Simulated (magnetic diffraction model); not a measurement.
## Moment size from magnetic intensity in CeTi₄Si₃

Space group Cmcm (no. 63), a = 13.3600 Å, b = 7.8080 Å, c = 5.3480 Å.

| site | atom | x | y | z |
| --- | --- | --- | --- | --- |
| 4c | Ce | 1/2 | 0.7603 | 1/4 |
| 8g | Ti | 0.6273 | 0.3679 | 1/4 |
| 8e | Ti | 0.6681 | 0 | 1/2 |
| 8g | Si | 0.3104 | 0.6925 | 1/4 |
| 4c | Si | 1/2 | 0.1172 | 1/4 |

This is a made-up structure (elements placed in a structure type, unrelaxed), so the numbers test the method and describe no known phase.

Only Ce is taken to order (form factors of Ce3+); orders and moment sizes are assumed, and not adapted to the symmetry. Radiation: neutrons of λ = 2.567 Å, 3° to 70°; isotropic B of 0.58 Å² (Ce), 0.69 Å² (Ti) and 0.81 Å² (Si). Simulated constant-wavelength pattern: nuclear and magnetic terms add, the magnetic one as |2.695 fm × Σ f S⊥ exp(2πi Q·r) exp(−B s²)|², summed over all Q at one angle with the factor 1/(sin²θ cos θ). For collinear order S is the moment m, which repeats by lattice and centring translations R with the sign exp(−2πi k·R). Free-ion form factors, Sears's scattering lengths of 1992, no absorption; a label names one of the reflections at its angle. The strongest nuclear line in the range is 100, and lines under 0.2 are left out.

In a first state the assumed order is k = (0 0 1/2), collinear moments along [001], 1.3 μB on Ce; signs + at (1/2, 0.7603, 1/4), − at (1/2, 0.2397, 3/4), with this pattern:

```tsv
2θ (°)	index	nuclear	magnetic
21.95	(1 1 0)	8.1	0.0
22.16	(2 0 0)	38.7	0.0
26.01	(1 1 1/2)	0.0	10.4
26.19	(2 0 1/2)	0.0	5.2
35.68	(1 1 1)	98.5	0.0
38.39	(0 2 0)	85.5	0.0
38.76	(3 1 0)	53.1	0.0
40.97	(0 2 1/2)	0.0	2.5
41.32	(3 1 1/2)	0.0	4.9
44.77	(2 2 0)	6.0	0.0
45.20	(4 0 0)	84.9	0.0
47.06	(2 2 1/2)	0.0	3.8
47.48	(4 0 1/2)	0.0	1.9
48.04	(0 2 1)	100.0	0.0
48.06	(1 1 3/2)	0.0	0.9
48.17	(2 0 3/2)	0.0	0.5
```
(The table stops after 16 lines; 17 more lie at higher angle.)

**Question.** Nearer the ordering temperature the line at 26.01° has total intensity 0.9 on the same scale, and all moments have shrunk alike. How large is the Ce moment?

The nuclear part, 0.0, stays, so the magnetic part is 0.9 against 10.4. It goes as m², so m = 1.3 × √(0.9/10.4) = 0.38 μB; the value used was 0.39 μB.

[Logs are printed without paths, hosts, clocks, repeated set-up lines and the standing remarks that a program may print on its own settings, such as how far it seeks lower states.]
